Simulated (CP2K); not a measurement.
Two runs for the S L₂,₃ edge of 3-methylthiophene. Run A: CP2K XAS_TDP, all-electron GAPW, PBEh(45%), aug-cc-pVDZ, TDA, ZORA, spin–orbit coupling. Run B differs in one setting.

First lines with a strength over 0.0003. A:

```
              atom  energy (eV)  states  strength, one atom
S5 (bonded to 2 C)       164.41       2              0.0005
                         164.55       1              0.0020
                         164.87       1              0.0020
                         165.62       2              0.0016
                         165.97       1              0.0042
```

B:

```
              atom  energy (eV)  states  strength, one atom
S5 (bonded to 2 C)       155.85       1              0.0003
                         155.90       1              0.0004
                         156.07       4              0.0005
                         156.18       5              0.0004
                         156.20       1              0.0006
```

Question: Which was it: the functional, the basis, GW2X switched on?

The functional (functional from PBEh(45%) to PBE; the lines alone don't name the new value). A functional moves all lines by electronvolts and changes their spacings and strengths. The lowest line over the strength cut lies at 155.85 eV, against 164.41 eV (PBEh(45%), aug-cc-pVDZ).

[Banner, clock and machine lines of the logs are left out without a mark of their own.]

[Logs are printed without paths, hosts, clocks, repeated set-up lines and the standing remarks that a program may print on its own settings, such as how far it seeks lower states.]

[Hosts, paths, dates, database ids (printed as entryN), source tags and the programs' standing remarks are cut or masked in the printed files.]
